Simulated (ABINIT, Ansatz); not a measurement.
# MoF6 (Im-3m): bands and cutoff in G0W0 with ABINIT

Wanted: a converged G0W0 gap of MoF6 (Im-3m), or an estimate of the limit.

Calculated with ABINIT 10.8.3; LDA and many-body steps on it, plane waves.

## (1) The starting structure

Symmetry: Im-3m, No. 229, cubic system. Conventional cell: a = 6.335 Å, b = 6.335 Å, c = 6.335 Å, α = 90.00°, β = 90.00°, γ = 90.00°. Nearest to Mo lie 6 F at 1.83 Å. Nearest to F lie 1 Mo at 1.83 Å. Farther neighbours and most contacts between anions are not listed.

The cell and positions are those that the Materials Project relaxed with its own functionals (PBE, PBE+U or r2SCAN), kept fixed.

## (2) Empty states on the mesh, 2×2×2 mesh, 256 bands

This step: ABINIT 10.8.3; DFT, LDA, plane waves, norm-conserving pseudopotentials.

The sums over transitions need many empty states on a uniform mesh; this step solves for them.

Input file run.abi:

```
acell 3*1.0 Angstrom
rprim 
  -3.167343216100 3.167343216100 3.167343216100
  3.167343216100 -3.167343216100 3.167343216100
  3.167343216100 3.167343216100 -3.167343216100
ntypat 2
znucl 42 9
natom 7
typat 1 2 2 2 2 2 2
xred 
  0.000000000000 0.000000000000 0.000000000000
  0.710671220000 0.710671220000 0.000000000000
  0.289328780000 0.289328780000 0.000000000000
  0.000000000000 0.289328780000 0.289328780000
  0.000000000000 0.710671220000 0.710671220000
  0.710671220000 0.000000000000 0.710671220000
  0.289328780000 0.000000000000 0.289328780000
pp_dirpath "pseudos"
pseudos "Mo.upf, F.upf"
ecut 36
ngkpt 2 2 2
nshiftk 1
shiftk 0 0 0
kptopt 1
chksymbreak 0
iscf -2
irdden 1
istwfk *1
nband 256
nbdbuf 22
tolwfr 1e-09
nstep 60
prtvol 0
indata_prefix "in"
outdata_prefix "out"
tmpdata_prefix "tmp"
```

Run with:

```sh
OMP_NUM_THREADS=1 mpirun -n 4 abinit run.abi > log
```

Numbers of over 12 decimals in the logs are rounded to 6 here.

Log:

```text
.Version 10.8.3 of ABINIT. v10.8.2 released Aug 2026.

 Symmetries : space group Im -3 m (#229); Bravais cI (body-center cubic)
[... echo of the input left out ...]
== DATASET  1 ==================================================================
-   mpi_nproc: 4, omp_nthreads: 1 (-1 if OMP is not activated)
-    --> not optimal distribution: autoparal keyword recommended in input file <--

--- !DatasetInfo
iteration_state: {dtset: 1, }
dimensions: {natom: 7, nkpt: 3, mband: 256, nsppol: 1, nspinor: 1, nspden: 1, mpw: 8992, }
cutoff_energies: {ecut:  36.0, pawecutdg:  -1.0, }
[...]
2.87663    2.87663    2.95912    2.96866    2.96866    2.96866    2.98382    2.98383
   2.98383    3.02446    3.04020    3.04023    3.04118    3.06965    3.07155    3.07579
 prteigrs : prtvol=0 or 1, do not print more k-points.

== END DATASET(S) ==============================================================
================================================================================

 -outvars: echo values of variables after computation  --------
            nband         256
             nkpt           3
          spgroup         229
 [... the other variables as echoed above ...]

 Calculation completed.
```

The job ended after 3.1 min (4 MPI ranks of Arm Neoverse N1, shared host; peak memory 0.45 GiB; 12 min of CPU time).

This step gave:

```yaml
gap: 4.294 eV
k_of_the_valence_top: 0, 0, 0
k_of_the_conduction_bottom: 0.5, 0, 0
least_direct_gap: 4.374 eV
k_points_computed: 3
lowest_point_of_the_top_converged_band_above_the_valence_top: 79.5144 eV
```

On this mesh the gap is 4.294 eV.

The density comes from a self-consistent run that is not shown.

## (3) Screening, 2×2×2 mesh, 53 bands, screening to 62.6 eV

The RPA dielectric matrix is built and inverted for each q.

This step: RPA screening on LDA, plane waves, norm-conserving pseudopotentials.

run.abi, as its differences from that of step 2:

```diff
@@ -25,10 +25,11 @@
 chksymbreak 0
-iscf -2
-irdden 1
 istwfk *1
-nband 256
-nbdbuf 22
-tolwfr 1e-09
-nstep 60
-prtvol 0
+occopt 1
+irdwfk 1
+optdriver 3
+nband 53
+ecuteps 2.3
+inclvkb 2
+awtr 1
+symchi 1
 indata_prefix "in"
```

Log:

```text
.Version 10.8.3 of ABINIT. v10.8.2 released Aug 2026.

 Symmetries : space group Im -3 m (#229); Bravais cI (body-center cubic)
[... echo of the input left out ...]
== DATASET  1 ==================================================================
-   mpi_nproc: 4, omp_nthreads: 1 (-1 if OMP is not activated)

--- !DatasetInfo
iteration_state: {dtset: 1, }
dimensions: {natom: 7, nkpt: 3, mband: 53, nsppol: 1, nspinor: 1, nspden: 1, mpw: 8992, }
cutoff_energies: {ecut:  36.0, pawecutdg:  -1.0, }
electrons: {nelect:   5.60000000E+01, charge:   0.00000000E+00, occopt:   1.00000000E+00, tsmear:   1.00000000E-02, }

 SCREENING: Calculation of the susceptibility and dielectric matrices

 Based on a program developped by R.W. Godby, V. Olevano, G. Onida, and L. Reining.
 Incorporated in ABINIT by V. Olevano, G.-M. Rignanese, and M. Torrent.
.Using double precision arithmetic ; gwpc =  8

[... cell and pseudopotentials left out ...]
--------------------------------------------------------------------------------

 ==== K-mesh for the wavefunctions ====
 Number of points in the irreducible wedge :     3
[... list of points left out ...]
 Together with 48 symmetry operations and time-reversal symmetry
 yields     8 points in the full Brillouin Zone.

 ==== Q-mesh for the screening function ====
 Number of points in the irreducible wedge :     3
[... list of points left out ...]
 Together with 48 symmetry operations and time-reversal symmetry
 yields     8 points in the full Brillouin Zone.

 setmesh: FFT mesh size selected  =    30x   30x   30
          total number of points  =        27000

 vcoul_init : cutoff-mode = AUXILIARY_FUNCTION
 q-points for optical limit:   1
     1)      0.000010    0.000020    0.000030

- screening: taking advantage of time-reversal symmetry
- Maximum band index for partially occupied states nbvw = 28
- Remaining bands to be divided among processors   nbcw = 25
- Number of bands treated by each node ~6

 Number of electrons calculated from density =   56.0000; Expected =   56.0000
 average of density, n =  0.065290
 r_s =    1.5406
 omega_plasma =   24.6478 [eV]

 calculating chi0 at frequencies [eV] :
  1    0.000000E+00    0.000000E+00
  2    0.000000E+00    2.464783E+01

--------------------------------------------------------------------------------
  q-point number  1        q = ( 0.000000, 0.000000, 0.000000) [r.l.u.]
--------------------------------------------------------------------------------
[... chi0 elements left out ...]
 For q-point:  0.000010 0.000020 0.000030
  dielectric constant =   1.8743
  dielectric constant without local fields =   2.7432

  Average fulfillment of the sum rule on Im[epsilon] for q-point    1 :     18.38  [%]
[... wings left out ...]
  q-point number  2        q = ( 0.500000, 0.000000, 0.000000) [r.l.u.]
--------------------------------------------------------------------------------
[... chi0 elements left out ...]
  Average fulfillment of the sum rule on Im[epsilon] for q-point    2 :     23.38  [%]

 [... 1 further q-points ...]
```

It took 13 s on 4 MPI ranks; peak memory 0.94 GiB; 52 s of CPU time.

Numbers from this step:

```yaml
eps_infinity_with_local_fields_on_this_mesh_along_the_program_s_q_direction: 1.874
the_same_without_local_fields: 2.743
plasma_frequency: 24.65 eV
plane_waves_in_the_screening_matrix: 141
```

Local fields lower ε∞ by 32 %. On a Γ-centred mesh this coarse the value itself is usually too large, while a short band sum pulls it down.

## (4) 53 bands, 62.6 eV

The self-energy is evaluated for the states that the input lists, and the levels follow from it, in one-shot runs by the linearised quasiparticle equation.

This step: G0W0 on LDA, plane waves, norm-conserving pseudopotentials.

run.abi, as its differences from that of step 3:

```diff
@@ -28,8 +28,17 @@
 irdwfk 1
-optdriver 3
+optdriver 4
 nband 53
+gwcalctyp 0
+ecutsigx 36
+symsigma 1
+nkptgw 2
+kptgw 
+  0.0000000000 0.0000000000 0.0000000000
+  0.5000000000 0.0000000000 0.0000000000
+bdgw 
+  26 31
+  27 30
 ecuteps 2.3
-inclvkb 2
-awtr 1
-symchi 1
+irdscr 1
+ppmodel 1
 indata_prefix "in"
```

Log:

```text
.Version 10.8.3 of ABINIT. v10.8.2 released Aug 2026.

 Symmetries : space group Im -3 m (#229); Bravais cI (body-center cubic)
[... echo of the input left out ...]
== DATASET  1 ==================================================================
-   mpi_nproc: 4, omp_nthreads: 1 (-1 if OMP is not activated)

--- !DatasetInfo
iteration_state: {dtset: 1, }
dimensions: {natom: 7, nkpt: 3, mband: 53, nsppol: 1, nspinor: 1, nspden: 1, mpw: 8992, }
cutoff_energies: {ecut:  36.0, pawecutdg:  -1.0, }
electrons: {nelect:   5.60000000E+01, charge:   0.00000000E+00, occopt:   1.00000000E+00, tsmear:   1.00000000E-02, }

 SIGMA: Calculation of the GW corrections

 Based on a program developped by R.W. Godby, V. Olevano, G. Onida, and L. Reining.
 Incorporated in ABINIT by V. Olevano, G.-M. Rignanese, and M. Torrent.
.Using double precision arithmetic ; gwpc =  8

[... cell and pseudopotentials left out ...]
--------------------------------------------------------------------------------

 ==== K-mesh for the wavefunctions ====
 Number of points in the irreducible wedge :     3
[... list of points left out ...]
 Together with 48 symmetry operations and time-reversal symmetry
 yields     8 points in the full Brillouin Zone.

 ==== Q-mesh for screening function ====
 Number of points in the irreducible wedge :     3
[... list of points left out ...]
 Together with 48 symmetry operations and time-reversal symmetry
 yields     8 points in the full Brillouin Zone.

 vcoul_init : cutoff-mode = AUXILIARY_FUNCTION
 q-points for optical limit:   1
     1)      0.000010    0.000020    0.000030
 setmesh: FFT mesh size selected  =    45x   45x   45
          total number of points  =        91125

 Number of electrons calculated from density =   56.0000; Expected =   56.0000
 average of density, n =  0.065290
 r_s =    1.5406
 omega_plasma =   24.6478 [eV]

 === KS Band Gaps ===
  >>>> For spin  1
   Minimum direct gap =   4.3739 [eV], located at k-point      :   0.5000  0.0000  0.0000
   Fundamental gap    =   4.2937 [eV], Top of valence bands at :   0.0000  0.0000  0.0000
                                       Bottom of conduction at :   0.5000  0.0000  0.0000
 SIGMA fundamental parameters:
 PLASMON POLE MODEL  1
 number of plane-waves for SigmaX                 8781
 number of plane-waves for SigmaC and W            141
 number of plane-waves for wavefunctions          8781
 number of bands                                    53
 number of independent spin polarizations            1
 number of spinorial components                      1
 number of k-points in IBZ                           3
 number of q-points in IBZ                           3
 number of symmetry operations                      48
 number of k-points in BZ                            8
 number of q-points in BZ                            8
 number of frequencies for dSigma/dE                 9
 frequency step for dSigma/dE [eV]                0.25
 number of omega for Sigma on real axis              0
 max omega for Sigma on real axis  [eV]           0.00
 zcut for avoiding poles [eV]                     0.10

 EPSILON^-1 parameters (SCR file):
 dimension of the eps^-1 matrix on file            141
 dimension of the eps^-1 matrix used               141
 number of plane-waves for wavefunctions          8781
 number of bands                                    53
 number of q-points in IBZ                           3
 number of frequencies                               2
 number of real frequencies                          1
 number of imag frequencies                          1

 matrix elements of self-energy operator (all in [eV])

 Perturbative Calculation

--- !SelfEnergy_ee
iteration_state: {dtset: 1, }
kpoint     : [   0.000,    0.000,    0.000, ]
spin       : 1
KS_gap     :    4.409
QP_gap     :    9.480
Delta_QP_KS:    5.071
data: !SigmaeeData |
     Band     E0 <VxcDFT>   SigX SigC(E0)      Z dSigC/dE  Sig(E)    E-E0       E
       26  -4.388 -22.745 -29.804   4.902   0.768  -0.302 -24.401  -1.657  -6.044
       27  -4.388 -22.745 -29.804   4.902   0.768  -0.302 -24.401  -1.657  -6.044
       28  -4.388 -22.745 -29.804   4.902   0.768  -0.302 -24.401  -1.657  -6.044
       29   0.022 -20.820 -15.337  -1.298   0.816  -0.226 -17.406   3.414   3.436
       30   0.022 -20.820 -15.337  -1.298   0.816  -0.226 -17.406   3.414   3.436
       31   0.022 -20.820 -15.337  -1.298   0.816  -0.226 -17.406   3.414   3.436

--- !SelfEnergy_ee
iteration_state: {dtset: 1, }
kpoint     : [   0.500,    0.000,    0.000, ]
spin       : 1
KS_gap     :    4.374
QP_gap     :    9.460
Delta_QP_KS:    5.086
data: !SigmaeeData |
     Band     E0 <VxcDFT>   SigX SigC(E0)      Z dSigC/dE  Sig(E)    E-E0       E
       27  -4.486 -22.514 -29.573   4.890   0.768  -0.302 -24.181  -1.666  -6.152
       28  -4.468 -22.582 -29.653   4.902   0.768  -0.302 -24.248  -1.666  -6.134
       29  -0.094 -20.416 -14.915  -1.336   0.821  -0.218 -16.996   3.419   3.325
       30  -0.093 -20.407 -14.915  -1.336   0.821  -0.218 -16.995   3.412   3.318

== END DATASET(S) ==============================================================
================================================================================

 -outvars: echo values of variables after computation  --------
           etotal      0.0000000000E+00
            nband          53
             nkpt           3
          spgroup         229
 [... the other variables as echoed above ...]

 Calculation completed.
```

The job ended after 7 s (4 MPI ranks; peak memory 0.78 GiB; 28 s of CPU time).

Numbers from this step:

```
G0W0 gap on the points computed              : 9.362 eV
starting gap on the mesh                     : 4.294 eV
k of the valence top                         : 0, 0, 0
k of the conduction bottom                   : 0.5, 0, 0
Z at the valence top                         : 0.768
Z at the conduction bottom                   : 0.821
least direct G0W0 gap on the computed points : 9.452 eV
```

The gap on the mesh goes from 4.29 eV to 9.36 eV, a correction of +5.07 eV.

## (5) Screening, 2×2×2 mesh, 112 bands, screening to 114.3 eV

This step: RPA screening on LDA, plane waves, norm-conserving pseudopotentials.

run.abi, as its differences from that of step 4:

```diff
@@ -28,17 +28,8 @@
 irdwfk 1
-optdriver 4
-nband 53
-gwcalctyp 0
-ecutsigx 36
-symsigma 1
-nkptgw 2
-kptgw 
-  0.0000000000 0.0000000000 0.0000000000
-  0.5000000000 0.0000000000 0.0000000000
-bdgw 
-  26 31
-  27 30
-ecuteps 2.3
-irdscr 1
-ppmodel 1
+optdriver 3
+nband 112
+ecuteps 4.2
+inclvkb 2
+awtr 1
+symchi 1
 indata_prefix "in"
```

Log:

```text
.Version 10.8.3 of ABINIT. v10.8.2 released Aug 2026.

 Symmetries : space group Im -3 m (#229); Bravais cI (body-center cubic)
[... echo of the input left out ...]
== DATASET  1 ==================================================================
-   mpi_nproc: 4, omp_nthreads: 1 (-1 if OMP is not activated)

--- !DatasetInfo
iteration_state: {dtset: 1, }
dimensions: {natom: 7, nkpt: 3, mband: 112, nsppol: 1, nspinor: 1, nspden: 1, mpw: 8992, }
cutoff_energies: {ecut:  36.0, pawecutdg:  -1.0, }
electrons: {nelect:   5.60000000E+01, charge:   0.00000000E+00, occopt:   1.00000000E+00, tsmear:   1.00000000E-02, }

 SCREENING: Calculation of the susceptibility and dielectric matrices

 Based on a program developped by R.W. Godby, V. Olevano, G. Onida, and L. Reining.
 Incorporated in ABINIT by V. Olevano, G.-M. Rignanese, and M. Torrent.
.Using double precision arithmetic ; gwpc =  8

[... cell and pseudopotentials left out ...]
--------------------------------------------------------------------------------

 ==== K-mesh for the wavefunctions ====
 Number of points in the irreducible wedge :     3
[... list of points left out ...]
 Together with 48 symmetry operations and time-reversal symmetry
 yields     8 points in the full Brillouin Zone.

 ==== Q-mesh for the screening function ====
 Number of points in the irreducible wedge :     3
[... list of points left out ...]
 Together with 48 symmetry operations and time-reversal symmetry
 yields     8 points in the full Brillouin Zone.

 setmesh: FFT mesh size selected  =    32x   32x   32
          total number of points  =        32768

 vcoul_init : cutoff-mode = AUXILIARY_FUNCTION
 q-points for optical limit:   1
     1)      0.000010    0.000020    0.000030

- screening: taking advantage of time-reversal symmetry
- Maximum band index for partially occupied states nbvw = 28
- Remaining bands to be divided among processors   nbcw = 84
- Number of bands treated by each node ~21

 Number of electrons calculated from density =   56.0000; Expected =   56.0000
 average of density, n =  0.065290
 r_s =    1.5406
 omega_plasma =   24.6478 [eV]

 calculating chi0 at frequencies [eV] :
  1    0.000000E+00    0.000000E+00
  2    0.000000E+00    2.464783E+01

--------------------------------------------------------------------------------
  q-point number  1        q = ( 0.000000, 0.000000, 0.000000) [r.l.u.]
--------------------------------------------------------------------------------
[... chi0 elements left out ...]
 For q-point:  0.000010 0.000020 0.000030
  dielectric constant =   1.9783
  dielectric constant without local fields =   2.8802

  Average fulfillment of the sum rule on Im[epsilon] for q-point    1 :     40.49  [%]
[... wings left out ...]
  q-point number  2        q = ( 0.500000, 0.000000, 0.000000) [r.l.u.]
--------------------------------------------------------------------------------
[... chi0 elements left out ...]
  Average fulfillment of the sum rule on Im[epsilon] for q-point    2 :     46.22  [%]

 [... 1 further q-points ...]
```

Wall time 34 s (4 MPI ranks); peak memory 1 GiB.

Numbers from this step:

```yaml
eps_infinity_with_local_fields_on_this_mesh_along_the_program_s_q_direction: 1.978
the_same_without_local_fields: 2.880
plasma_frequency: 24.65 eV
plane_waves_in_the_screening_matrix: 369
```

(Part 1 of 2 ends here.)

[Paths, hosts, dates, memory and timing lines, banners, echoed tables and standing remarks are left out of the program output.]

[Logs are printed without paths, hosts, clocks, repeated set-up lines and the standing remarks that a program may print on its own settings, such as how far it seeks lower states.]

[Runs of the session that timed out or met a known fault of the program may be left out.]

[No measured gap is set beside runs whose start may be inverted or whose files or cutoffs have a known fault.]

[Hosts, paths, dates, database ids (printed as entryN), source tags and the programs' standing remarks are cut or masked in the printed files.]

[G0W0 gaps are taken among the corrected bands and points alone; a level outside them can change the order at an edge.]

[Where Ansatz stands beside ABINIT at settings called matched, ABINIT's density can come from a denser mesh and the files from another edition; pairs whose starting gaps differed by over 0.03 eV were left out, so agreement reads better than it is.]
